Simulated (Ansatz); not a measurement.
# Formation energy and levels of the complex V_Ca-H in CaO (Fm-3m)

Charge states of V_Ca-H in CaO (Fm-3m), set against the band edges. Model: a cell of 54 host atoms with 1 Ca taken out and 1 H put in.

Main program and level: Ansatz 0.2.0; place-levels on r2SCAN runs: charge-transition levels and formation energies with image-charge correction and potential alignment at the atomic sites; PAW set soft_1.

## (1) Starting point

The cell holds 54 atoms: 26 Ca, 27 O and 1 H. Its edges and angles: a = 10.173 Å, b = 10.173 Å, c = 10.173 Å, α = 60.0°, β = 60.0°, γ = 60.0°. It derives from CaO (space group Fm-3m). Nearest the centre at fractional (0.667, 0.667, 0.333): H54 at 1.40 Å, O28 at 2.40 Å, O44 at 2.40 Å, O32 at 2.40 Å, O34 at 2.40 Å, O46 at 2.40 Å, O50 at 2.40 Å, Ca21 at 3.39 Å.

Known beforehand: the electronic dielectric constant, 3.85, and the static one, 16.67, computed on the host (DFPT, PBEsol, on the r2SCAN cell), and a cell off the functional's own equilibrium shifts the ionic part.

The cell's shortest repeat is 10.2 Å.

## (2) Charge states

A transition level is the Fermi level at which two charge states cost the same, so each charge needs its own total energy, at its own relaxed structure.

Random displacements of about 0.05 Å break the site symmetry at the start, so that the relaxation can reach a distorted minimum if there is one. Forces are taken at one point at (¼, ¼, ¼). The cell holds 1 electron more than the neutral one, with a uniform background that keeps it neutral on the whole.

The sampling was tested on the host first: at the k-points planned (1x1x1 shifted 0.25 0.25 0.25) its energy lies 0.005 eV an atom from the dense-mesh value, under the bound of 0.02 eV set for this test; that bounds the host's error, not the defect's.

One of the inputs; charge, spin and start change from state to state.

qm1.relax/input.yaml

```yaml
crystal:
  lattice:
    - [0.0, 7.19307716, 7.19307716]
    - [7.19307716, 0.0, 7.19307716]
    - [7.19307716, 7.19307716, 0.0]
  atoms:
    - { symbol: Ca, position: [0.0, 0.0, 0.0] }
    - { symbol: O, position: [0.16666667, 0.16666667, 0.16666667] }
[... 6 atom lines left out ...]
    - { symbol: Ca, position: [0.0, 0.33333333, 0.33333333] }
[... 3 atom lines left out ...]
    - { symbol: Ca, position: [0.0, 0.66666667, 0.0] }
[... 1 atom line left out ...]
    - { symbol: Ca, position: [0.0, 0.66666667, 0.33333333] }
[... 5 atom lines left out ...]
    - { symbol: Ca, position: [0.33333333, 0.0, 0.33333333] }
[... 4 atom lines left out ...]
    - { symbol: O, position: [0.5, 0.5, 0.16666667] }
[... 1 atom line left out ...]
    - { symbol: O, position: [0.5, 0.5, 0.5] }
[... 3 atom lines left out ...]
    - { symbol: O, position: [0.5, 0.83333333, 0.16666667] }
    - { symbol: Ca, position: [0.33333333, 0.66666667, 0.33333333] }
    - { symbol: O, position: [0.5, 0.83333333, 0.5] }
    - { symbol: Ca, position: [0.33333333, 0.66666667, 0.66666667] }
[... 1 atom line left out ...]
    - { symbol: Ca, position: [0.66666667, 0.0, 0.0] }
[... 1 atom line left out ...]
    - { symbol: Ca, position: [0.66666667, 0.0, 0.33333333] }
[... 4 atom lines left out ...]
    - { symbol: O, position: [0.83333333, 0.5, 0.16666667] }
    - { symbol: Ca, position: [0.66666667, 0.33333333, 0.33333333] }
    - { symbol: O, position: [0.83333333, 0.5, 0.5] }
    - { symbol: Ca, position: [0.66666667, 0.33333333, 0.66666667] }
[... 1 atom line left out ...]
    - { symbol: Ca, position: [0.66666667, 0.66666667, 0.0] }
    - { symbol: O, position: [0.83333333, 0.83333333, 0.16666667] }
[... 1 atom line left out ...]
    - { symbol: Ca, position: [0.66666667, 0.66666667, 0.66666667] }
[... 1 atom line left out ...]
    - { symbol: H, position: [0.569342, 0.569342, 0.430658] }
  host:
    repeats: [3, 3, 3]
    atoms:
      - { symbol: Ca, position: [0.0, 0.0, 0.0] }
      - { symbol: O, position: [0.5, 0.5, 0.5] }
total_charge: -1
basis:
  ecutwfc: 500
  xc_grid: 2
hamiltonian:
  xc: r2scan
  pseudopotentials: { kind: paw, azcp: { folder: soft_1 } }
kpoints:
  mp_grid: { grid: [1, 1, 1], shift: [0.25, 0.25, 0.25] }
scf:
  occupations: { method: fixed }
  max_iter: 60
output:
  forces: true
  charged_corrections:
    epsilon: 3.85
    static_epsilon: 16.67
    defect_position: [0.666667, 0.666667, 0.333333]
relax:
  f_tol: 0.02
  max_steps: 80
  random_displacement: { amplitude: 0.05, seed: 3562 }
checkpoint:
  write: "../qm1.relax.run"
  compress: false
  write_wavefunctions: true
  write_every: 100000
```

Command:

```sh
> ansatz run input.yaml --threads 4 --pin off --max-ram 15073MiB --backend cpu --events-out ev --progress --plain --runs-dir out
```

The relaxed structure is kept and the sampling changed to a 2×2×2 shifted mesh.

The run of this state that the levels use, under r2SCAN:

qm1.point/input.yaml

```yaml
crystal:
  checkpoint: "../qm1.relax.run"
  host: checkpoint
total_charge: -1
basis:
  ecutwfc: 500
  xc_grid: 2
hamiltonian:
  xc: r2scan
  pseudopotentials: { kind: paw, azcp: { folder: soft_1 } }
kpoints:
  mp_grid: { grid: [2, 2, 2], shift: [0.5, 0.5, 0.5] }
scf:
  occupations: { method: fermi_dirac, width: 0.01 }
  max_iter: 60
output:
  forces: true
  eigenvalues: true
  charged_corrections:
    epsilon: 3.85
    static_epsilon: 16.67
    defect_position: [0.666667, 0.666667, 0.333333]
  eigenstates: { localisation: true }
  populations: true
  band_densities: [{ bands: [v1, v1] }, { bands: [c1, c1] }]
  write_density: true
  write_potential: true
  volumetric_format: npy
checkpoint:
  read: "../qm1.relax.run"
  write: "../qm1.point.run"
  compress: false
  write_wavefunctions: false
  write_every: 100000
```

Relaxations under r2SCAN at one point at (¼, ¼, ¼); times on 4 threads of Arm Neoverse V2, shared host:

| charge | moment (μB) | occupations | outcome | steps | largest displacement against the far atoms (Å) | time |
| --- | --- | --- | --- | --- | --- | --- |
| −1 | 0 | fixed | converged | 6 | 0.17 | 96 s |
| −1 | 2 | fixed | converged | 5 | 0.17 | 4.6 min |
| 0 | 1 | fixed | not converged | - | - | 2 min |
| 0 | 1 | fermi-dirac | converged | 6 | 0.17 | 4.8 min |
| +1 | 0 | fixed | not converged | - | - | 61 s |
| +1 | 0 | fermi-dirac | converged | 6 | 0.17 | 2.2 min |
| +1 | 2 | fixed | converged | 6 | 0.16 | 4.5 min |

Single points under r2SCAN at a 2×2×2 shifted mesh; times on 4 threads of Arm Neoverse V2, shared host:

| charge | moment (μB) | occupations | outcome | time |
| --- | --- | --- | --- | --- |
| −1 | 0 | fermi-dirac | converged | 96 s |
| −1 | 2 | fermi-dirac | converged | 5.5 min |
| 0 | 1 | fermi-dirac | converged | 4.7 min |
| +1 | 0 | fermi-dirac | converged | 2 min |
| +1 | 2 | fermi-dirac | converged | 4.4 min |

Distances (Å) from the ideal centre to the nearest atoms after relaxation with r2SCAN:

| charge | moment (μB) | 1. | 2. | 3. | 4. | 5. | 6. |
| --- | --- | --- | --- | --- | --- | --- | --- |
| −1 | 0 | H 1.36 | O 2.33 | O 2.56 | O 2.56 | O 2.56 | O 2.56 |
| −1 | 2 | H 1.37 | O 2.34 | O 2.56 | O 2.56 | O 2.56 | O 2.57 |
| 0 | 1 | H 1.36 | O 2.33 | O 2.55 | O 2.56 | O 2.56 | O 2.57 |
| +1 | 0 | H 1.36 | O 2.33 | O 2.56 | O 2.56 | O 2.56 | O 2.57 |
| +1 | 2 | H 1.37 | O 2.34 | O 2.55 | O 2.55 | O 2.56 | O 2.56 |

## (3) place-levels, r2SCAN

A charged cell interacts with its images and the background, and its potential has another zero than the host's. place-levels removes the first by a point-charge model, screened by the static dielectric constant since the ions have relaxed around the charge, and the second by comparing potentials at atoms far from the defect.

The host is a run of the defect-free crystal in the same cutoffs, grids and k-points, so that basis and sampling errors cancel in part in the differences. The host is run in a cell of 2 atoms on a matching mesh. Its band edges are searched through the zone by a band path, so the gap is smaller than, or equal to, that on the mesh. Chemical potentials are energies per atom of Ca (fcc) and H (H2 molecule), run with the same functional and cutoff.

levels.point.yaml

```yaml
host:
  run: host.point.run
states: [qm1.point.run, qm1_M2.point.run, q0_M1.point.run, qp1.point.run, qp1_M2.point.run]
geometry_from:
  qm1.point.run: qm1.relax.run
  qm1_M2.point.run: qm1_M2.relax.run
  q0_M1.point.run: q0_M1.relax_smeared.run
  qp1.point.run: qp1.relax_smeared.run
  qp1_M2.point.run: qp1_M2.relax.run
chemical_potentials:
  Ca:
    energy: -1821.671293
    dataset: <sha256 of the dataset>
  H:
    energy: -15.945394
    dataset: "<sha256 of the dataset>"
epsilon: 3.85
static_epsilon: 16.67
vertical:
  - { from: qm1.point.run, to: qm1.point_neutral.run }
  - { from: qm1_M2.point.run, to: qm1_M2.point_neutral.run }
  - { from: qp1.point.run, to: qp1.point_neutral.run }
  - { from: qp1_M2.point.run, to: qp1_M2.point_neutral.run }
```

Command:

```sh
> ansatz place-levels levels.point.yaml -- --threads 4 --pin off --max-ram 15073MiB
```

Numbers of over 12 decimals in the logs are rounded to 6 here.

The log of the run:

```text
[... repeated set-up lines and file paths are left out, and long positions are rounded to six places ...]
(+1/0) 0.000 eV above the valence edge (-0.137 eV without the band-filling correction), 4.197 eV under the conduction edge
(0/-1) 0.135 eV above the valence edge, 4.062 eV under the conduction edge
formation energy of charge +1: +6.629 eV with the Fermi level at the valence edge
formation energy of charge 0: +6.629 eV with the Fermi level at the valence edge
formation energy of charge -1: +6.764 eV with the Fermi level at the valence edge
vertical -1 to 0: no energy, since no alignment is typed
  the change from vertical[0].from (qm1.point.run) to vertical[0].to (qm1.point_neutral.run): by its potential at epsilon 3.85 it stands at 0.788 0.787 0.227, with an rms radius of about 5.0 Å (2.9 2.9 3.0 Å across the planes of the cell's vectors); [...]
vertical -1 to 0: no energy, since no alignment is typed
  the change from vertical[1].from (qm1_M2.point.run) to vertical[1].to (qm1_M2.point_neutral.run): by its potential at epsilon 3.85 it stands at 0.178 0.178 0.824, with an rms radius of about 6.0 Å (3.5 3.5 3.4 Å across the planes of the cell's vectors); [...]
vertical +1 to 0: no energy, since no alignment is typed
  the change from vertical[2].from (qp1.point.run) to vertical[2].to (qp1.point_neutral.run): by its potential at epsilon 3.85 it stands at 0.063 0.065 0.964, with an rms radius of about 5.4 Å (3.1 3.1 3.1 Å across the planes of the cell's vectors); [...]
vertical +1 to 0: no energy, since no alignment is typed
[...]
of vertical[0].from (qm1.point.run): it parts from the run at its places by a charge that spreads by about 3 Å along one vector (1.4 Å or more is wide), by its potential at epsilon 3.85, taken for that of held ions (one typed too small widens it), where the [...]
  vertical[0].to (qm1.point_neutral.run): levels filled in part (TS 0.004 eV): its energy is of no whole electron's
  of vertical[0].to (qm1.point_neutral.run): stability_check_not_made
  vertical[1].from (qm1_M2.point.run): levels filled in part (TS 0.006 eV): its energy is of no whole electron's
  of vertical[1].from (qm1_M2.point.run): its moments are held at its close (magnetization.spin_locking), by a field of 2.415 eV a Bohr magneton, and its energy and levels are of the state that this holds: a run that lets them go can end lower; [...]
  vertical[1].to (qm1_M2.point_neutral.run): levels filled in part (TS 0.005 eV): its energy is of no whole electron's
  of vertical[1].to (qm1_M2.point_neutral.run): stability_check_not_made
  vertical[2].from (qp1.point.run): levels filled in part (TS 0.013 eV): its energy is of no whole electron's
  of vertical[2].from (qp1.point.run): it parts from the run at its places by a charge that spreads by about 3.1 Å along one vector (1.4 Å or more is wide), by its potential at epsilon 3.85, taken for that of held ions (one typed too small widens it), where [...]
  vertical[2].to (qp1.point_neutral.run): levels filled in part (TS 0.004 eV): its energy is of no whole electron's
  of vertical[2].to (qp1.point_neutral.run): stability_check_not_made
  vertical[3].from (qp1_M2.point.run): levels filled in part (TS 0.004 eV): its energy is of no whole electron's
  of vertical[3].from (qp1_M2.point.run): stability_check_not_made; [...]
  vertical[3].to (qp1_M2.point_neutral.run): levels filled in part (TS 0.005 eV): its energy is of no whole electron's
  of vertical[3].to (qp1_M2.point_neutral.run): it set out from the moments of a save, which an earlier run chose (saved_moments_taken); stability_check_not_made
```

Wall time 0.51 s (4 threads of Arm Neoverse V2, shared host).

Levels between the charges placed, in eV above the valence top:

|  | gap (eV) | (+1/0) | (0/−1) |
| --- | --- | --- | --- |
| r2SCAN | 4.20 | 0.00 | 0.14 |

Corrections by state:

| charge | moment (μB) | image terms and alignment (eV) | band filling (eV) | ε used | over the lowest of its charge, as the program ranks them, band filling apart (eV) |
| --- | --- | --- | --- | --- | --- |
| +1 | 2.0 | -0.341 | -0.137 | 16.67 | 0.000 |
| 0 | 1.0 | 0.000 | - | - | 0.000 |
| −1 | 0.0 | 0.493 | - | 16.67 | 0.000 |
| +1 | 0.0 | -0.388 | - | 16.67 | 0.035 |
| −1 | 2.0 | 0.504 | - | 16.67 | 4.620 |

The charged structures listed were also run neutral, and place-levels reads from each pair, by the potential or the spins, how wide the charge is by which they differ; that can be the carrier of either run.

| charge | rms radius (Å) | spread where it is widest against the cell (Å) | wide from (Å) | reading |
| --- | --- | --- | --- | --- |
| +1 | 4.6 | 2.71 | 1.44 | wide |
| −1 | 5.0 | 2.96 | 1.44 | wide |

The neutral runs of these pairs need not share the spin of the lowest neutral state, and very wide values only mean spread over the cell.

From the program's caveats on the states, each cut to its opening words:

- charge +1 (2 μB): it parts from the run at its places by a charge that spreads by about 2.7 Å along one vector (1.4 Å or more is wide), by its potential at epsilon 3.85, taken [...]
- charge +1 (2 μB): a band-filling correction moves a carrier to the host's band edge, which changes its energy by -0.137 eV
- charge +1 (2 μB), 0 (1 μB), −1, +1, −1 (2 μB): its alignment with the host at atomic sites is doubtful: the cell is too small to show whether the defect's potential has decayed: take a larger one
- charge +1 (2 μB), 0 (1 μB), −1 (2 μB): flagged: stability check not made
- charge −1: it parts from the run at its places by a charge that spreads by about 3 Å along one vector (1.4 Å or more is wide), by its potential at epsilon 3.85, taken for [...]
- charge +1: it parts from the run at its places by a charge that spreads by about 3.1 Å along one vector (1.4 Å or more is wide), by its potential at epsilon 3.85, taken [...]
- charge −1 (2 μB): it parts from the run at its places by a charge that spreads by about 3.5 Å along one vector (1.4 Å or more is wide), by its potential at epsilon 3.85, taken [...]
- charge −1 (2 μB): the host's ions (past the first shell or, of a walk that freed a part, those that it held) aren't shown at rest: they stand up to 0.088 Å off their sites, 0.63 [...]
- charge −1 (2 μB): its moments are held at its close (magnetization.spin_locking), by a field of 2.415 eV a Bohr magneton, and its energy and levels are of the state that this [...]

The host's formation energy from the elements is -3.216 eV per atom; it sets how far the chemical potentials can move.

Limit set by the element alone; other compounds of these elements are not counted. Chemical potentials from the elements' reference states: Ca 0.00 eV, O -6.43 eV, H 0.00 eV. Formation energies (Ca-rich), with the Fermi level at the valence top and at the conduction bottom (gap 4.20 eV):

| charge | at valence top (eV) | at conduction bottom (eV) | correction included (eV) |
| --- | --- | --- | --- |
| +1 | 6.63 | 10.83 | -0.48 |
| 0 | 6.63 | 6.63 | 0.00 |
| −1 | 6.76 | 2.57 | 0.49 |

Fermi level (eV), lowest formation energy (eV) and a bar from the least value:
```
     0.00       6.63 ##############################
     0.38       6.38 ############################
     0.76       6.00 #########################
     1.14       5.62 #######################
     1.53       5.24 ####################
     1.91       4.86 #################
     2.29       4.47 ##############
     2.67       4.09 ###########
     3.05       3.71 ########
     3.43       3.33 ######
     3.82       2.95 ###
     4.20       2.57
```

Limit set by the element alone; other compounds of these elements are not counted. Chemical potentials from the elements' reference states: O 0.00 eV, Ca -6.43 eV, H 0.00 eV. Formation energies (O-rich), with the Fermi level at the valence top and at the conduction bottom (gap 4.20 eV):

| charge | at valence top (eV) | at conduction bottom (eV) | correction included (eV) |
| --- | --- | --- | --- |
| +1 | 0.20 | 4.39 | -0.48 |
| 0 | 0.20 | 0.20 | 0.00 |
| −1 | 0.33 | -3.87 | 0.49 |

```
Fermi level (eV)  lowest formation energy (eV)
            0.00                          0.20
            0.38                         -0.05
            0.76                         -0.43
            1.14                         -0.81
            1.53                         -1.19
            1.91                         -1.58
            2.29                         -1.96
            2.67                         -2.34
            3.05                         -2.72
            3.43                         -3.10
            3.82                         -3.49
            4.20                         -3.87
```

## (4) What came out

```
gap of the host                                                          : 4.20 eV (r2SCAN)
level (plus 1/0)                                                         : 0.00 eV above the valence top (-0.14 eV above the valence top without the band-filling term)
level (0/minus 1)                                                        : 0.14 eV above the valence top
lowest of the charges placed, just above the valence top (0.02 eV)       : 0
lowest of the charges placed, just below the conduction bottom (0.02 eV) : −1
lowest formation energy at mid-gap of the charges run, Ca-rich           : 4.67 eV
lowest formation energy at mid-gap of the charges run, O-rich            : -1.77 eV
```

Of the charges placed (−1, 0 and +1), the lowest changes at 0.14 eV (0/−1) above the valence top, in a gap of 4.20 eV. (0/−1) lies nearer to a band edge than the share of the finite-size correction in it (0.49 eV), and that correction holds for a localised charge alone. (0/−1) lies 0.14 eV from a band edge, less than the doubt on such levels. Charges below −1 were not placed, so these runs say nothing of levels that involve them. States placed: +1 at 2 μB and 0 μB; 0 at 1 μB; −1 at 0 μB and 2 μB. Other spin states or structures, where not listed, weren't placed. The program finds carriers beyond a band edge of the host and adds a band-filling term at charge +1 (-0.14 eV); steps to such a charge show no bound level, and a defect level inside a band would be read the same way. H is taken at its element; compounds, which aren't counted here, bound the chemical potentials and would shift these formation energies. The program doubts the alignment of potentials for at least one state, a sign that the cell is small. What this leaves open: r2SCAN makes the gap too small and tends to spread out bound carriers; where a gas molecule sets a chemical potential or the host's formation energy, its binding is uncorrected; force components of up to 0.10 eV/Å remain in a run at the final settings.

[Logs are printed without paths, hosts, clocks, repeated set-up lines and the standing remarks that a program may print on its own settings, such as how far it seeks lower states.]

[Hosts, paths, dates, database ids (printed as entryN), source tags and the programs' standing remarks are cut or masked in the printed files.]

[Where a table of states has a column of steps, it counts the stored structures, which are thinned; the runs took as many ionic steps or more.]

[A defect's name tells the site on which it was built; relaxed atoms can leave that site.]

[For some hosts the program warned that the k-mesh of the response run may be too coarse for force constants and the static dielectric constant; such warnings are not shown here.]
